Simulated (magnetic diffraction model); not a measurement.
# TmSiGeRu below its ordering temperature

Space group Cmcm (no. 63), a = 4.1070 Å, b = 16.1030 Å, c = 3.9580 Å.

```csv
site,atom,x,y,z
4c,Tm,1/2,0.3930,1/4
4c,Ru,1/2,0.1786,1/4
4c,Ge,1/2,0.0445,1/4
4c,Si,0,0.2488,1/4
```

The compound is invented for this exercise: a known structure type with other elements, its cell scaled to their sizes and not relaxed.

Only Tm is taken to order (form factors of Tm3+); orders and moment sizes are assumed, and not adapted to the symmetry. Radiation: neutrons of λ = 2.0775 Å, 3° to 75°; isotropic B of 0.09 Å² (Tm), 0.15 Å² (Ru), 0.14 Å² (Ge) and 0.2 Å² (Si). Simulated constant-wavelength pattern: nuclear and magnetic terms add, the magnetic one as |2.695 fm × Σ f S⊥ exp(2πi Q·r) exp(−B s²)|², summed over all Q at one angle with the factor 1/(sin²θ cos θ). For collinear order S is the moment m, which repeats by lattice and centring translations R with the sign exp(−2πi k·R). Free-ion form factors, Sears's scattering lengths of 1992, no absorption; a label names one of the reflections at its angle. The strongest nuclear line in the range is 100, and lines under 0.2 are left out.

Above the ordering temperature:

```
2θ (°)    index      I
 30.26  (1 1 0)   15.0
 34.01  (0 2 1)    3.8
 37.14  (1 3 0)    1.1
 43.19  (0 4 1)    2.0
 43.45  (1 1 1)   42.3
 45.54  (0 6 0)    1.2
 48.39  (1 5 0)   41.7
 48.74  (1 3 1)  100.0
 55.76  (0 6 1)   50.4
 58.25  (1 5 1)    1.3
 60.77  (2 0 0)   53.9
 62.14  (0 8 0)    0.6
 62.34  (1 7 0)    1.2
 63.32  (0 0 2)   50.7
 70.75  (0 8 1)   27.2
 70.94  (1 7 1)   33.4
 71.51  (2 2 1)    2.2
 71.78  (1 1 2)    6.9
```

Below it (cell unchanged):

```
2θ (°)      I
 15.08   69.2
 21.21   69.1
 30.26   15.0
 33.65   26.4
 33.97   13.0
 34.01    3.8
 37.14    1.1
 40.30   16.6
 43.19    2.0
 43.45   42.3
 45.54    1.2
 46.37    6.7
 48.24   12.2
 48.39   41.7
 48.74  100.0
 48.95   11.8
 50.98   14.2
 55.76   50.4
 56.16    8.8
 56.37   12.4
 58.25    1.3
 60.77   53.9
 60.84   11.0
 62.14    0.6
 62.34    1.2
 63.01    0.4
 63.32   50.7
 64.35    6.5
 64.54   10.0
 65.13    1.5
 67.02    6.0
 69.26    8.9
 70.75   27.2
 70.94   33.4
 71.30    2.6
 71.51    2.2
```
(The table stops after 36 lines; 1 more lie at higher angle.)

**Question.** Find the propagation vector, then choose among these models:
A. collinear moments along [001], 4.4 μB on Tm; signs + at (1/2, 0.3930, 1/4), − at (0, 0.1070, 3/4)
B. collinear moments along [100], 4.4 μB on Tm; signs + at (1/2, 0.3930, 1/4), + at (0, 0.1070, 3/4)
C. collinear moments along [001], 4.4 μB on Tm; signs + at (1/2, 0.3930, 1/4), + at (0, 0.1070, 3/4)
D. collinear moments along [100], 4.4 μB on Tm; signs + at (1/2, 0.3930, 1/4), − at (0, 0.1070, 3/4)

The new lines index as (0 0 1/2) at 15.08°, (0 2 1/2) at 21.21°, (0 4 1/2) at 33.65° and (1 1 1/2) at 33.97°, that is as H ± k with k = (0 0 1/2). Half indices mean that the moments reverse under translations with k·R a half-integer, and the magnetic cell has twice the primitive volume.

Magnetic intensity, observed (below minus above) and for each model:

| 2θ (°) | index | observed | A | B | C | D |
| --- | --- | --- | --- | --- | --- | --- |
| 15.08 | (0 0 1/2) | 69.2 | <0.2 | 69.2 | <0.2 | 69.2 |
| 21.21 | (0 2 1/2) | 69.1 | 34.0 | 69.1 | 34.0 | 69.1 |
| 33.97 | (1 1 1/2) | 13.0 | 41.4 | 13.0 | 41.4 | 13.0 |
| 40.30 | (1 3 1/2) | 16.6 | 30.8 | 16.6 | 30.8 | 16.6 |
| 48.95 | (0 2 3/2) | 11.8 | 1.1 | 11.8 | 1.1 | 11.8 |
| 56.37 | (1 1 3/2) | 12.4 | 5.3 | 12.4 | 5.3 | 12.4 |
| 65.13 | (2 2 1/2) | 1.5 | 11.9 | 1.5 | 11.9 | 1.5 |
| 71.30 | (2 4 1/2) | 2.6 | 9.9 | 2.6 | 9.9 | 2.6 |

Models B and D match alike on every line, so these data can't choose among them (such ties are often domains of one structure).

The structure used: k = (0 0 1/2), collinear moments along [100], 4.4 μB on Tm; signs + at (1/2, 0.3930, 1/4), + at (0, 0.1070, 3/4).

[Logs are printed without paths, hosts, clocks, repeated set-up lines and the standing remarks that a program may print on its own settings, such as how far it seeks lower states.]
